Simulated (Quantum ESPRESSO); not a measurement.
Entries from a set of simulations; values are calculated unless marked as measured.

```cif
data_niago2
_symmetry_space_group_name_H-M 'P6_3/mmc'
_symmetry_Int_Tables_number 194
_cell_length_a 2.9992
_cell_length_b 2.9992
_cell_length_c 12.3151
_cell_angle_alpha 90.000
_cell_angle_beta 90.000
_cell_angle_gamma 120.000
_cell_volume 95.93
loop_
_atom_site_label
_atom_site_type_symbol
_atom_site_symmetry_multiplicity
_atom_site_Wyckoff_symbol
_atom_site_fract_x
_atom_site_fract_y
_atom_site_fract_z
_atom_site_occupancy
Ni1 Ni 2 a 0.00000 0.00000 0.50000 1
Ag1 Ag 2 c 0.66667 0.33333 0.75000 1
O1 O 4 f 0.33333 0.66667 0.41806 1
_calc_subject 'Magnetic state of NiAgO2 from several starts'
_calc_method 'PBEsol with U = 6 eV on Ni d (ortho-atomic projectors); plane waves with GBRV 1.5 PBEsol potentials, no spin-orbit coupling (and 1 further level or step)'
_calc_program 'Quantum ESPRESSO 7.5'
_calc_settings_of_one_run 'GBRV 1.5 PBEsol, cutoff 544.23 eV, 12×12×4 k-mesh, 64 bands, fermi-dirac occupations, smearing width 0.1 eV, collinear spin, SCF threshold 1.60e-8, Hubbard form dudarev, Hubbard projectors ortho-atomic, mesh matched on, starting moments 2 2 0 0 0 0 0 0 μB'
_calc_cost '2 runs, 7.8 min in all on 4 MPI ranks of Arm Neoverse V2, shared host (the runs of this entry)'
_calc_notes 'The run is spin-polarised, with a total moment of 2.01 μB a cell (absolute 3.87). The smearing term is large for its width, so states at the Fermi level are partly filled: at this level the cell is a metal or has a gap of a few widths at most.'
_calc_lowest_state_found 'ferromagnetic (from ferro ++)'
_calc_largest_site_moment '1.39 μB'
_calc_next_state_with_moments 'antiferromagnetic, 9.49 meV a seeded atom higher'
```

[Logs and program files are shortened in this print: banners, set-up blocks, solver, clock and traceback lines can be left out without a mark of their own.]

[Logs are printed without paths, hosts, clocks, repeated set-up lines and the standing remarks that a program may print on its own settings, such as how far it seeks lower states.]

[Hosts, paths, dates, database ids (printed as entryN), source tags and the programs' standing remarks are cut or masked in the printed files.]

[Where a cell is said to come from a database of computed structures, the database is the Materials Project.]
